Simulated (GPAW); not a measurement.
**Li/Cu(111): work function by functional and basis**

Wanted: work functions and dipole of Li/Cu(111), with the cost of each level.

Main program and level: GPAW 26.7.0; GPAW, PAW setups; slab in vacuum, relaxation, in the first sound run; inputs show where later runs differ.

### 1. The structure

The cell holds 5 atoms: 4 Cu and 1 Li. Its edges and angles: a = 2.553 Å, b = 2.553 Å, c = 26.551 Å, α = 90.0°, β = 90.0°, γ = 60.0°. Vacuum lies along c.

### 2. Relaxation

The atoms are relaxed first, since the surface dipole, and with it the work function, follows the positions of the outer layers. The lowest 2 atoms are held at bulk positions and keep their forces.

run.py reads:

```python
import json
import numpy as np
from ase import Atoms
from ase.constraints import FixAtoms
from ase.optimize import BFGS
from gpaw import GPAW, PW

slab = Atoms(
    ['Cu', 'Cu', 'Cu', 'Cu', 'Li'],
    positions=[
        [0.00000, 0.00000, 9.00000],
        [1.27633, 0.73689, 11.08423],
        [2.55266, 1.47378, 13.16847],
        [0.00000, 0.00000, 15.25270],
        [1.27633, 0.73689, 17.55072]],
    cell=[[2.55266, 0.0, 0.0], [1.27633, 2.21066, 0.0], [0.0, 0.0, 26.55072]],
    pbc=[True, True, False])

slab.calc = GPAW(mode=PW(400), xc='PBE', kpts={'size': (14, 14, 1), 'gamma': True},
                 occupations={'name': 'fermi-dirac', 'width': 0.1}, nbands='300%',
                 convergence={'density': 1e-05}, maxiter=200,
                 poissonsolver={'dipolelayer': 'xy'},
                 symmetry={'tolerance': 1e-3, 'extra_ids': [1, 1, 0, 0, 0]}, txt='slab.txt')
result = {}
slab.set_constraint(FixAtoms([0, 1]))
path = []
opt = BFGS(slab, maxstep=0.2)
opt.attach(lambda: path.append((slab.get_potential_energy(), slab.positions.tolist(), slab.get_forces().tolist())))
result['relaxed'] = bool(opt.run(fmax=0.03, steps=40))
result['path'] = path
energy = slab.get_potential_energy()
fermi = slab.calc.get_fermi_level()
v = slab.calc.get_electrostatic_potential().mean((0, 1)) - fermi
n = slab.calc.get_pseudo_density().mean((0, 1))
L = slab.cell[2, 2]
z = np.arange(len(v)) * L / len(v)
low, high = slab.positions[:, 2].min(), slab.positions[:, 2].max()
below, above = np.interp([low - 6.8, high + 6.8], z, v)
slopes = [np.interp(x, z, np.gradient(v, z)) for x in (low - 6.8, high + 6.8)]
eps = np.array([[slab.calc.get_eigenvalues(k, s) for k in range(len(slab.calc.get_ibz_k_points()))]
                for s in range(slab.calc.get_number_of_spins())]) - fermi
top, bottom = eps[eps < 0].max(), eps[eps > 0].min()
dipole = slab.get_dipole_moment()[2]
print(f'energy {energy:.4f} eV, Fermi level {fermi:.4f} eV, dipole {dipole:.5f} e A')
print(f'potential 6.8 A off the faces, from the Fermi level: lower {below:.4f} eV, upper {above:.4f} eV')
print(f'slope of the potential there: lower {slopes[0]:.5f}, upper {slopes[1]:.5f} eV/A')
print(f'nearest levels on the mesh: {top:.4f} and {bottom:.4f} eV')
print('magnetic moment', round(slab.get_magnetic_moment(), 3))
result.update(energy=energy, fermi=fermi, dipole=dipole, below=below, above=above, slopes=slopes, edges=[top, bottom],
              z=z.tolist(), v=v.tolist(), n=n.tolist(), positions=slab.positions.tolist(),
              forces=slab.get_forces(apply_constraint=False).tolist(), moments=slab.get_magnetic_moments().tolist())
json.dump(result, open('result.json', 'w'))
```

On the command line:

```bash
OMP_NUM_THREADS=1 OPENBLAS_NUM_THREADS=1 python run.py
```

Output:

```text
Step          Energy          fmax
BFGS:    0      -15.206282        0.436869
BFGS:    1      -15.210232        0.398250
BFGS:    2      -15.234257        0.245563
BFGS:    3      -15.235232        0.225531
BFGS:    4      -15.240548        0.030524
BFGS:    5      -15.240583        0.027220
energy -15.2068 eV, Fermi level 0.0996 eV, dipole 0.02183 e A
potential 6.8 A off the faces, from the Fermi level: lower 4.8182 eV, upper 4.1375 eV
slope of the potential there: lower -0.00020, upper 0.00033 eV/A
nearest levels on the mesh: -0.0470 and 0.0070 eV
magnetic moment 0.0
```

Elapsed: 21 min, on 1 thread of Arm Neoverse N1, shared host; peak memory 0.24 GiB.

The steps of the relaxation:

| step | energy less that of the first step (eV) | largest force (eV/Å) |
| --- | --- | --- |
| 1 | 0.0000 | 0.4369 |
| 2 | -0.0039 | 0.3983 |
| 3 | -0.0273 | 0.2456 |
| 4 | -0.0283 | 0.2255 |
| 5 | -0.0337 | 0.0305 |
| 6 | -0.0337 | 0.0272 |

The atoms that moved most (Å):

| atom | dx | dy | dz | length |
| --- | --- | --- | --- | --- |
| Li5 | 0.000 | 0.000 | -0.090 | 0.090 |
| Cu4 | 0.000 | 0.000 | 0.088 | 0.088 |
| Cu3 | 0.000 | 0.000 | 0.033 | 0.033 |

Final coordinates:

```cif
data_structure
_symmetry_space_group_name_H-M 'P 1'
_symmetry_Int_Tables_number 1
_cell_length_a 2.5527
_cell_length_b 2.5527
_cell_length_c 26.5507
_cell_angle_alpha 90.000
_cell_angle_beta 90.000
_cell_angle_gamma 60.000
_cell_volume 149.83
loop_
_atom_site_label
_atom_site_type_symbol
_atom_site_fract_x
_atom_site_fract_y
_atom_site_fract_z
_atom_site_occupancy
Cu1 Cu 0.00000 0.00000 0.33897 1
Cu2 Cu 0.33333 0.33333 0.41747 1
Cu3 Cu 0.66667 0.66667 0.49724 1
Cu4 Cu 0.00000 0.00000 0.57780 1
Li5 Li 0.33333 0.33333 0.65763 1
```

This step gave:

| Property | Result |
| --- | --- |
| dipole along the normal | 0.02183 e·Å |
| levels nearest the Fermi level on the mesh | -0.04697, 0.006971 eV from the Fermi level |
| upper work function | 4.137 eV |
| lower work function | 4.818 eV |

Electrostatic potential energy of an electron (without an applied field's), less the Fermi level, planar mean against z:

z (Å), electrostatic potential energy of an electron (without an applied field's), less the Fermi level, planar mean (eV) and a bar from the least value:
```
      0.0        4.5 ##############################
      0.5        4.8 ##############################
      1.0        4.8 ##############################
      1.5        4.8 ##############################
      2.0        4.8 ##############################
      2.5        4.8 ##############################
      3.0        4.8 ##############################
      3.5        4.8 ##############################
      4.0        4.8 ##############################
      4.5        4.8 ##############################
      5.0        4.8 ##############################
      5.5        4.8 ##############################
      6.0        4.8 ##############################
      6.5        4.7 ##############################
      7.0        4.6 ##############################
      7.5        3.9 #############################
      8.0        1.5 ##########################
      8.5       -7.0 ###############
      9.0      -18.8 
      9.5       -7.1 ###############
     10.0       -0.1 ########################
     10.5       -5.2 #################
     11.0      -18.4 
     11.5       -9.8 ############
     12.0       -0.2 ########################
     12.5       -2.7 #####################
     13.0      -16.1 ###
     13.5      -13.4 #######
     14.0       -1.3 ######################
     14.5       -0.8 #######################
     15.0      -12.0 #########
     15.5      -17.2 ##
     16.0       -3.4 ####################
     16.5        0.7 #########################
     17.0       -2.4 #####################
     17.5       -6.2 ################
     18.0       -2.5 #####################
     18.5        1.1 #########################
     19.0        2.9 ############################
     19.5        3.7 #############################
     20.0        4.0 #############################
     20.5        4.1 #############################
     21.0        4.1 #############################
     21.5        4.1 #############################
     22.0        4.1 #############################
     22.5        4.1 #############################
     23.0        4.1 #############################
     23.5        4.1 #############################
     24.0        4.1 #############################
     24.5        4.1 #############################
     25.0        4.1 #############################
     25.5        4.1 #############################
     26.0        4.1 #############################
```

The pseudo valence density, planar mean oscillates, so the rows of the table below give means over windows of 2.12 Å about each position, cut where the curve ends. Its maxima inside the range that stand out by 2 % of the span (Å: e/Å³): 8.9: 2.32, 11.0: 2.41, 13.2: 2.41, 15.3: 2.39. Its minima: 10.0: 0.244, 12.1: 0.233, 14.2: 0.225.

Pseudo valence density, planar mean against z; means over each step:

z (Å), pseudo valence density, planar mean (e/Å³) and a bar:
```
     3.18       0.00 
     5.30       0.00 
     7.42       0.09 ###
     9.54       0.93 ##############################
    11.66       0.92 ##############################
    13.78       0.91 #############################
    15.90       0.85 ############################
    18.02       0.05 ##
    20.14       0.01 
    22.26       0.00
```

The relaxation lowered the energy of the cell by 0.0337 eV (energies extrapolated to zero smearing; the optimiser's log prints free energies). The largest force left on a free atom is 0.027 eV/Å.

### 3. Plane waves, PBE

The work function is the vacuum plateau of the electrostatic potential less the Fermi level; a dipole layer lets the two faces have plateaus of their own.

This step: GPAW, PAW setups; slab in vacuum (GPAW 26.7.0).

run.py: that of step 2 with these lines changed.

```diff
@@ -3,4 +3,2 @@
 from ase import Atoms
-from ase.constraints import FixAtoms
-from ase.optimize import BFGS
 from gpaw import GPAW, PW
@@ -12,5 +10,5 @@
         [1.27633, 0.73689, 11.08423],
-        [2.55266, 1.47378, 13.16847],
-        [0.00000, 0.00000, 15.25270],
-        [1.27633, 0.73689, 17.55072]],
+        [2.55266, 1.47378, 13.20196],
+        [-0.00000, 0.00000, 15.34110],
+        [1.27633, 0.73689, 17.46042]],
     cell=[[2.55266, 0.0, 0.0], [1.27633, 2.21066, 0.0], [0.0, 0.0, 26.55072]],
@@ -22,10 +20,4 @@
                  poissonsolver={'dipolelayer': 'xy'},
-                 symmetry={'tolerance': 1e-3, 'extra_ids': [1, 1, 0, 0, 0]}, txt='slab.txt')
+                 symmetry={'tolerance': 1e-3}, txt='slab.txt')
 result = {}
-slab.set_constraint(FixAtoms([0, 1]))
-path = []
-opt = BFGS(slab, maxstep=0.2)
-opt.attach(lambda: path.append((slab.get_potential_energy(), slab.positions.tolist(), slab.get_forces().tolist())))
-result['relaxed'] = bool(opt.run(fmax=0.03, steps=40))
-result['path'] = path
 energy = slab.get_potential_energy()
```

Output:

```text
energy -15.2068 eV, Fermi level 0.0996 eV, dipole 0.02182 e A
potential 6.8 A off the faces, from the Fermi level: lower 4.8182 eV, upper 4.1375 eV
slope of the potential there: lower -0.00018, upper 0.00032 eV/A
nearest levels on the mesh: -0.0469 and 0.0069 eV
magnetic moment 0.0
```

It took 6.4 min on 1 thread; peak memory 0.24 GiB.

Numbers from this step:

| Quantity | Value |
| --- | --- |
| dipole along the normal | 0.02182 e·Å |
| levels nearest the Fermi level on the mesh | -0.04692, 0.006929 eV from the Fermi level |

The electrostatic potential energy of an electron (without an applied field's), less the Fermi level, planar mean oscillates, so the rows of the table below give means over windows of 2.12 Å about each position, cut where the curve ends. Its maxima inside the range that stand out by 2 % of the span (Å: eV): 10.0: -0.0716, 12.1: 0.203, 14.2: 0.300, 16.5: 0.723. Its minima: 9.0: -18.9, 11.0: -19.1, 13.2: -19.0, 15.3: -18.9, 17.5: -6.19.

Electrostatic potential energy of an electron (without an applied field's), less the Fermi level, planar mean against z; means over each step:

z (Å), electrostatic potential energy of an electron (without an applied field's), less the Fermi level, planar mean (eV) and a bar from the least value:
```
     1.06        4.8 ##############################
     3.18        4.8 ##############################
     5.30        4.8 ##############################
     7.42        2.7 #########################
     9.54       -8.0 
    11.66       -7.9 
    13.78       -7.8 #
    15.90       -7.3 ##
    18.02       -1.8 ###############
    20.14        3.9 ############################
    22.26        4.1 ############################
    24.38        4.1 ############################
```

The pseudo valence density, planar mean oscillates, so the rows of the table below give means over windows of 2.12 Å about each position, cut where the curve ends. Its maxima inside the range that stand out by 2 % of the span (Å: e/Å³): 8.9: 2.32, 11.0: 2.41, 13.2: 2.41, 15.3: 2.39. Its minima: 10.0: 0.244, 12.1: 0.233, 14.2: 0.225.

Table of pseudo valence density, planar mean by z; means over each step:

| z (Å) | pseudo valence density, planar mean (e/Å³) |
| --- | --- |
| 3.18 | 0 |
| 5.30 | 3.4e-4 |
| 7.42 | 0.0892 |
| 9.54 | 0.929 |
| 11.66 | 0.921 |
| 13.78 | 0.913 |
| 15.90 | 0.853 |
| 18.02 | 0.0505 |
| 20.14 | 0.00538 |
| 22.26 | 7.5e-5 |

Force by atom:

| atom | x (eV/Å) | y (eV/Å) | z (eV/Å) | size |
| --- | --- | --- | --- | --- |
| Cu1 | 0.000 | 0.000 | -0.067 | 0.067 |
| Cu2 | 0.000 | 0.000 | 0.130 | 0.130 |
| Cu3 | 0.000 | 0.000 | -0.017 | 0.017 |
| Cu4 | 0.000 | 0.000 | -0.020 | 0.020 |
| Li5 | 0.000 | 0.000 | -0.027 | 0.027 |

The potential is flat to 3.2e-4 eV/Å where it is read, so the vacuum is wide enough.

### 4. Self-consistent run: xc = "LDA"

The same geometry under LDA, to see how far the functional moves the levels against the vacuum.

run.py: that of step 3 with these lines changed.

```diff
@@ -16,3 +16,3 @@
 
-slab.calc = GPAW(mode=PW(400), xc='PBE', kpts={'size': (14, 14, 1), 'gamma': True},
+slab.calc = GPAW(mode=PW(400), xc='LDA', kpts={'size': (14, 14, 1), 'gamma': True},
                  occupations={'name': 'fermi-dirac', 'width': 0.1}, nbands='300%',
```

Output:

```text
energy -19.0174 eV, Fermi level -0.1867 eV, dipole 0.03038 e A
potential 6.8 A off the faces, from the Fermi level: lower 5.1760 eV, upper 4.2214 eV
slope of the potential there: lower -0.00021, upper 0.00035 eV/A
nearest levels on the mesh: -0.0281 and 0.0160 eV
magnetic moment 0.0
```

It took 6.4 min on 1 thread; peak memory 0.24 GiB.

Numbers from this step:

```yaml
dipole_along_the_normal: 0.03038 e·Å
levels_nearest_the_fermi_level_on_the_mesh: -0.02806, 0.01604 eV from the Fermi level
upper_work_function: 4.221 eV
lower_work_function: 5.176 eV
```

Electrostatic potential energy of an electron (without an applied field's), less the Fermi level, planar mean against z:

z (Å), electrostatic potential energy of an electron (without an applied field's), less the Fermi level, planar mean (eV) and a bar from the least value:
```
      0.0        4.7 #############################
      0.5        5.2 ##############################
      1.0        5.2 ##############################
      1.5        5.2 ##############################
      2.0        5.2 ##############################
      2.5        5.2 ##############################
      3.0        5.2 ##############################
      3.5        5.2 ##############################
      4.0        5.2 ##############################
      4.5        5.2 ##############################
      5.0        5.2 ##############################
      5.5        5.2 ##############################
      6.0        5.2 ##############################
      6.5        5.1 ##############################
      7.0        4.9 ##############################
      7.5        4.3 #############################
      8.0        1.9 ##########################
      8.5       -6.6 ###############
      9.0      -18.4 
      9.5       -6.7 ###############
     10.0        0.4 ########################
     10.5       -4.7 #################
     11.0      -18.0 
     11.5       -9.3 ############
     12.0        0.3 ########################
     12.5       -2.2 #####################
     13.0      -15.6 ####
     13.5      -13.0 #######
     14.0       -0.8 ######################
     14.5       -0.4 #######################
     15.0      -11.6 #########
     15.5      -16.8 ##
     16.0       -3.0 ####################
     16.5        1.0 #########################
     17.0       -2.2 #####################
     17.5       -6.0 ################
     18.0       -2.4 ####################
     18.5        1.1 #########################
     19.0        2.9 ###########################
     19.5        3.7 ############################
     20.0        4.0 #############################
     20.5        4.2 #############################
     21.0        4.2 #############################
     21.5        4.2 #############################
     22.0        4.2 #############################
     22.5        4.2 #############################
     23.0        4.2 #############################
     23.5        4.2 #############################
     24.0        4.2 #############################
     24.5        4.2 #############################
     25.0        4.2 #############################
     25.5        4.2 #############################
     26.0        4.2 #############################
```

The pseudo valence density, planar mean oscillates, so the rows of the table below give means over windows of 2.12 Å about each position, cut where the curve ends. Its maxima inside the range that stand out by 2 % of the span (Å: e/Å³): 8.9: 2.32, 11.0: 2.40, 13.2: 2.41, 15.3: 2.39. Its minima: 10.0: 0.244, 12.1: 0.233, 14.2: 0.225.

The pseudo valence density, planar mean by z; means over each step:

z (Å), pseudo valence density, planar mean (e/Å³) and a bar:
```
     3.18       0.00 
     5.30       0.00 
     7.42       0.09 ###
     9.54       0.93 ##############################
    11.66       0.92 ##############################
    13.78       0.91 #############################
    15.90       0.85 ############################
    18.02       0.05 ##
    20.14       0.01 
    22.26       0.00
```

Force by atom:

| atom | x (eV/Å) | y (eV/Å) | z (eV/Å) | size |
| --- | --- | --- | --- | --- |
| Cu1 | 0.000 | 0.000 | 0.456 | 0.456 |
| Cu2 | 0.000 | 0.000 | 0.107 | 0.107 |
| Cu3 | 0.000 | 0.000 | -0.040 | 0.040 |
| Cu4 | 0.000 | 0.000 | -0.274 | 0.274 |
| Li5 | 0.000 | 0.000 | -0.253 | 0.253 |

The upper face's work function is 4.221 eV, against 4.137 eV in the first plane-wave PBE run at this geometry.

### 5. Self-consistent run: xc = "revPBE"

The same geometry under revPBE, to see how far the functional moves the levels against the vacuum.

run.py: that of step 4 with these lines changed.

```diff
@@ -16,3 +16,3 @@
 
-slab.calc = GPAW(mode=PW(400), xc='LDA', kpts={'size': (14, 14, 1), 'gamma': True},
+slab.calc = GPAW(mode=PW(400), xc='revPBE', kpts={'size': (14, 14, 1), 'gamma': True},
                  occupations={'name': 'fermi-dirac', 'width': 0.1}, nbands='300%',
```

Output:

```text
energy -13.5135 eV, Fermi level 0.2011 eV, dipole 0.01851 e A
potential 6.8 A off the faces, from the Fermi level: lower 4.6659 eV, upper 4.0916 eV
slope of the potential there: lower -0.00019, upper 0.00038 eV/A
nearest levels on the mesh: -0.0481 and 0.0049 eV
magnetic moment 0.0
```

Elapsed: 5.7 min, on 1 thread; peak memory 0.24 GiB.

Numbers from this step:

* dipole along the normal: 0.01851 e·Å
* levels nearest the Fermi level on the mesh: -0.04811, 0.004931 eV from the Fermi level
* upper work function: 4.092 eV
* lower work function: 4.666 eV

The upper face's work function is 4.092 eV, against 4.137 eV in the first plane-wave PBE run at this geometry.

### 6. Self-consistent run: xc = "vdW-DF2"

The same geometry under vdW-DF2, to see how far the functional moves the levels against the vacuum (the van der Waals functionals take revPBE setups).

run.py: that of step 5 with these lines changed.

```diff
@@ -16,3 +16,3 @@
 
-slab.calc = GPAW(mode=PW(400), xc='revPBE', kpts={'size': (14, 14, 1), 'gamma': True},
+slab.calc = GPAW(mode=PW(400), xc='vdW-DF2', kpts={'size': (14, 14, 1), 'gamma': True},
                  occupations={'name': 'fermi-dirac', 'width': 0.1}, nbands='300%',
```

Output:

```text
energy -242.1288 eV, Fermi level 0.0282 eV, dipole 0.02934 e A
potential 6.8 A off the faces, from the Fermi level: lower 5.1330 eV, upper 4.2134 eV
slope of the potential there: lower -0.00175, upper 0.00107 eV/A
nearest levels on the mesh: -0.0292 and 0.0073 eV
magnetic moment 0.0
```

Run time: 25 min. Hardware: 1 thread; peak memory 0.33 GiB.

Numbers from this step:

| Item | Value |
| --- | --- |
| dipole along the normal | 0.02934 e·Å |
| levels nearest the Fermi level on the mesh | -0.02923, 0.007321 eV from the Fermi level |
| upper work function | 4.213 eV |
| lower work function | 5.133 eV |

The upper face's work function is 4.213 eV, against 4.137 eV in the first plane-wave PBE run at this geometry.

(Part 1 of 2 ends here.)

[Logs are printed without paths, hosts, clocks, repeated set-up lines and the standing remarks that a program may print on its own settings, such as how far it seeks lower states.]

[Hosts, paths, dates, database ids (printed as entryN), source tags and the programs' standing remarks are cut or masked in the printed files.]
